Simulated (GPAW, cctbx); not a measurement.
# How far are the atoms of BiOs2 from free atoms?

Aim: compute the bonding part of the density of BiOs2, find which reflections carry it, and see how it biases an ordinary refinement.

The cell comes from substitution in a known structure type and wasn't matched to any measured phase. All numbers below are calculated.

**1. Find the equilibrium geometry**

The density hangs on the geometry, so cell and atoms are relaxed first, with the symmetry held. The cutoff is set higher than for the density because stress converges slowly with plane waves.

Settings: GPAW 26.7.0, PBE, 570 eV, 5×5×5 k-points, Fermi–Dirac width 0.1 eV, BFGS to 0.03 eV/Å.

```text
cell
1.0
     0.000000000    3.690500000    3.690500000
     3.690500000    0.000000000    3.690500000
     3.690500000    3.690500000    0.000000000
Bi Os
2 4
Direct
0.750000000 0.750000000 0.750000000
0.500000000 0.500000000 0.500000000
0.125000000 0.625000000 0.125000000
0.125000000 0.125000000 0.625000000
0.625000000 0.125000000 0.125000000
0.125000000 0.125000000 0.125000000
```

```console
$ OMP_NUM_THREADS=1 mpirun -n 4 gpaw python run.py > gpaw.log
```

```text
BFGS:    0      -47.489287        2.870698
BFGS:    1      -47.806683        2.284896
BFGS:    2      -48.394840        0.378714
BFGS:    3      -48.413885        0.040062
BFGS:    4      -48.414138        0.000873
cell  5.4180 5.4180 5.4180  60.00 60.00 60.00
volume 112.460 A^3, largest force 0.000 eV/A, largest stress 0.01 GPa
```

After 4 steps the volume has changed by +11.9 % and the energy by -0.925 eV; the largest stress left is 0.01 GPa. It took 54 s on 4 cores of Intel(R) Xeon(R) Platinum 8488C (Sapphire Rapids) (shared host), peak memory 0.94 GiB.

Relaxed structure: Fd-3m (no. 227, origin choice 1), a = 7.6622 Å, b = 7.6622 Å, c = 7.6622 Å, α = 90.00°, β = 90.00°, γ = 90.00°.

```
atom  mult.    x    y    z
 Bi1      8  1/4  3/4  3/4
 Os1     16  3/8  1/8  7/8
```

**2. Density and charge transfer**

X-rays see the whole electron density, so the PAW density is rebuilt with its core regions. Subtracting spherical free atoms from the same code cancels the cores and leaves the deformation density Δρ, the part due to bonding.

Settings: PBE, 450 eV, 5×5×5 k-points, Fermi–Dirac width 0.1 eV; primitive cell of 6 atoms.

```console
$ OMP_NUM_THREADS=1 mpirun -n 4 gpaw python run.py > gpaw.log
```

```text
|iter:   1|       0s |  -49.272578 | +0.39 |       |
|iter:   2|       1s |  -49.036142 | -1.13 | -1.37 |
|iter:   3|       1s |  -48.229991 | -1.40 | -1.41 |
...
|iter:  11|       7s |  -48.214809c| -6.73 | -5.30c|
|iter:  12|       8s |  -48.214809c| -7.25 | -5.56c|
|iter:  13|       9s |  -48.214809c| -7.68c| -5.78c|
```

```text
grid (54, 54, 54)  electrons 470.000  moved by bonding 1.241 e
deformation density beyond 0.5 A of the nuclei: max 0.064, min -0.094 e/A^3
atom        x       y       z   Voronoi charge  moment
Bi1    0.2500  0.2500  0.2500      0.334       0.00
Bi2    0.0000  0.0000  0.0000      0.334       0.00
Os3    0.6250  0.1250  0.6250     -0.167       0.00
Os4    0.6250  0.6250  0.1250     -0.167       0.00
Os5    0.1250  0.6250  0.6250     -0.167       0.00
Os6    0.6250  0.6250  0.6250     -0.167       0.00
mean inner potential of superposed free atoms 31.450 V
total magnetic moment 0.000 muB
```

Deformation density in a plane through the shortest contact of the Os atom at the origin, in 0.01 e/Å³ (clipped at ±99); x from -1.6 to 4.3 Å, y from 2.4 down to -2.4 Å:

```text
 -3  -3  -2   0   1   0   6   .   .   6   0   1   0  -2  -3  -3
 -3  -3  -1   1   2   0  -1   .   .  -1   0   2   1  -1  -3  -3
 -1  -1   0   2   3   3  -1  -7  -7  -1   3   3   2   0  -1  -1
  1   1   1   1   2   5   6   2   2   6   5   2   1   1   1   1
  3   3   1   1   0  -3   2   5   5   2  -3   0   1   1   3   3
  3   4  -1   3   .  -7  -6   4   4  -6  -7   .   3  -1   4   3
  3   5  -4   .   .   .  -5   4   4  -5   .   .   .  -4   5   3
  3   4  -5  -8   .   3  -1   4   4  -1   3   .  -8  -5   4   3
  5   6   2  -2  -1   2   1   3   3   1   2  -1  -2   2   6   5
  3   2   5   5   2   1   1   1   1   1   1   2   5   5   2   3
 -6  -7  -2   3   3   2   0  -1  -1   0   2   3   3  -2  -7  -6
  .   .  -1   0   2   1  -1  -3  -3  -1   1   2   0  -1   .   .
  .   .   5   1   1   0  -2  -3  -3  -2   0   1   1   5   .   .
```

Atoms in or within 0.15 Å of the plane: Os (0.0, 0.0), Os (2.7, 0.0), Os (1.4, 2.4), Os (-1.4, -2.4), Os (4.1, -2.4) Å. Dots mark points within about 0.45 Å of a nucleus; large values next to them are atomic features.

Os gains most (-0.17 e) and Bi loses most (+0.33 e), as electronegativity suggests. Along the shortest contact from the Os atom at the map's origin, Os–Os at 2.71 Å, Δρ is +0.06 e/Å³ at the midpoint: a modest build-up. At the midpoints of other shortest contacts it is +0.01 (Bi–Os, 3.18 Å) and -0.04 (Bi–Bi, 3.32 Å) e/Å³. Point values carry grid noise of about 0.01 e/Å³. The run needed 13 iterations, 16 s.

**3. From the density to structure factors**

The Fourier components of Δρ, added to those of the free atoms, give the static X-ray structure factors; the Mott–Bethe relation turns them into the Fourier components V of the potential that fast electrons feel.

```text
static structure factors of the conventional cell: F in electrons, V (Mott-Bethe) in volts
   h  k  l      d  |F| table  |F| free   |F| DFT   change   |V| free  |V| DFT  change %
   1  1  1  4.4238   129.490   129.599   131.179    1.580     1.771    1.456    -17.8
   0  2  2  2.7090   571.816   571.561   570.977   -0.583     6.912    6.956      0.6
   1  3  1  2.3102   893.586   893.026   892.586   -0.440    10.033   10.057      0.2
   2  2  2  2.2119   996.618   995.604   993.925   -1.679    10.987   11.070      0.8
   0  4  0  1.9155   433.429   431.991   429.907   -2.084     4.487    4.565      1.7
   1  3  3  1.7578   105.360   104.548   103.913   -0.635     1.068    1.088      1.9
   2  4  2  1.5640   487.962   487.897   488.325    0.428     4.389    4.379     -0.2
   3  3  3  1.4746   772.794   772.001   771.745   -0.257     6.769    6.775      0.1
   1  5  1  1.4746   772.794   772.001   771.853   -0.149     6.769    6.772      0.0
   0  4  4  1.3545  1300.649  1299.472  1299.979    0.507    10.852   10.843     -0.1
   1  5  3  1.2951    92.154    91.865    92.180    0.315     0.797    0.791     -0.7
   2  4  4  1.2770     0.000     0.000     0.613    0.613     0.000    0.010        -
   0  6  2  1.2115   438.110   437.921   438.403    0.482     3.381    3.374     -0.2
   3  5  3  1.1685   696.050   695.780   696.402    0.622     5.311    5.302     -0.2
```

The largest X-ray change among the ordinary reflections is -2.08 e on 040, 0.5 % of |F|. For electrons V goes as (Z − F)/g², so a change of F counts against Z − F, which is small at low angle and wherever the atoms' terms cancel: |V| of 111 moves by -17.8 % (1.77 to 1.46 V) against +1.2 % in |F|. 244 vanishes for spherical atoms and reaches 0.61 e through aspherical density alone. The tabulated Hartree–Fock atoms differ from the free DFT atoms by up to 1.44 e, so the choice of reference atom matters too.

**4. Which functional?**

The same geometry is run with other functionals, to see whether the bonding signal is larger than the spread between approximations. Free atoms are LDA for LDA and PBE otherwise; meta-GGAs and hybrids keep PBE cores. Any other changed setting is in the row's label.

| run | ΔF 040 (e) | ΔF 222 (e) | ΔF 111 (e) | q(Os) (e) | moved (e) | time |
| --- | --- | --- | --- | --- | --- | --- |
| PBE | -2.084 | -1.679 | +1.580 | -0.167 | 1.241 | 16 s |
| LDA | -2.047 | -1.640 | +1.558 | -0.162 | 1.191 | 15 s |
| SCAN | -2.666 | -2.015 | +1.615 | -0.173 | 1.409 | 1.9 min |

At the base's settings ΔF(040) spans -2.666 to -2.047 e, a spread of 30 % of the PBE value; over the three listed reflections the spread is at most 30 %, so the sign holds and the size hangs on the functional. Times are from shared hosts.

**5. Refining ordinary atoms against data with bonding**

Routine crystallography fits spherical atoms. To see the bias, intensities are simulated from tabulated atoms plus the DFT change ΔF, so that bonding alone can misfit (4752 reflections of the full sphere, merged to the counts below, to 0.45 Å, 0.5 % proportional noise plus counting noise, assumed isotropic U as listed, Δρ smeared by the mean U) and refined with cctbx over different ranges.

```csv
range,data,R1,GooF,U Bi1 (true 0.0048),U Os1 (true 0.005),largest shift (Å),"Δρ max, min (e/Å³)"
all data,151,0.0018,1.07,0.0048,0.0050,0.0000,"0.35, -0.25"
"low resolution, d > 0.84",32,0.0017,1.45,0.0048,0.0050,0.0000,"0.15, -0.15"
"high order, d < 0.75",110,0.0018,0.94,0.0048,0.0050,0.0000,"0.29, -0.19"
"occupancies free, d > 0.7",47,0.0017,1.33,0.0048,0.0050,0.0000,"0.17, -0.26"
```

With all data GooF is 1.07, diluted by the many high-angle data; the misfit shows at low resolution; the top residual peak, near noise level, lies 1.45 Å from Os and 1.45 Å from Os, between them. No U is off by more than 3 s.u. at low resolution. Symmetry fixes every coordinate, so the shifts are zero by construction. With Bi1 held at 1 and the scale free, the other occupancies refine to Os1 0.999(0.001), within three s.u. of full. Reflections that vanish for spherical atoms get no phase and drop out of the difference map, which therefore understates the bond peaks.

**6. Answer**

Bonding moves 1.24 e in the primitive cell of BiOs2 and changes the ordinary structure factors of the conventional cell in the table above by at most 2.08 e (040, 0.5 %), and among reflections above 2 % of the strongest by up to 1.2 % (111); it gives 244, zero for spherical atoms, 0.61 e. The shortest bond, Os–Os, has Δρ = +0.06 e/Å³ at its midpoint. At the base's settings ΔF(040) spans -2.666 to -2.047 e, a spread of 30 % of the PBE value; over the three listed reflections the spread is at most 30 %, so the sign holds and the size hangs on the functional. With all data GooF is 1.07, diluted by the many high-angle data. Limits: static density, frozen cores, no spin–orbit coupling.

[Outputs are excerpts: Python notices, other lines and further rows are left out; steps that failed or that the build refused (PBEsol, TPSS) are not shown.]

[Logs are printed without paths, hosts, clocks, repeated set-up lines and the standing remarks that a program may print on its own settings, such as how far it seeks lower states.]
